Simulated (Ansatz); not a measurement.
Rows from a G0W0 calculation on CsSnI3 (Pm-3m) (Ansatz 0.2.0; G0W0 on PBE, plane waves, PAW; PAW set soft_1; 4×4×4 mesh, 1036 empty bands, screening to 150 eV, PAW set soft_1 files), in eV. Spin-orbit coupling is left out.

| row | k | band | start | Σx | Σc at the solution | Vxc |
| --- | --- | --- | --- | --- | --- | --- |
| A | (-0.500, -0.500, -0.500) | v2 | 3.261 | -17.393 | 2.036 | -14.406 |
| B | (-0.500, -0.500, -0.500) | v1 | 4.797 | -16.197 | 0.044 | -15.634 |
| C | (-0.500, -0.500, -0.500) | c1 | 5.271 | -8.130 | -3.358 | -11.485 |

**Question.** Give the quasiparticle energies and the shift of each level.

The quasiparticle equation reads E = start + Σx + Σc(E) − Vxc.

| row | E (eV) | shift (eV) |
| --- | --- | --- |
| A | 2.310 | −0.951 |
| B | 4.278 | −0.519 |
| C | 5.267 | −0.003 |

The gap over the computed points goes from 0.47 eV to 0.99 eV.

Limits: not at the basis limit; mesh may overstate the screening; no spin-orbit coupling; coarse k mesh.

[Runs of the session that timed out or met a known fault of the program may be left out.]

[Cells called generated may have been cut or substituted from an entry of the Crystallography Open Database or the Materials Project.]

[Hosts, paths, dates, database ids (printed as entryN), source tags and the programs' standing remarks are cut or masked in the printed files.]
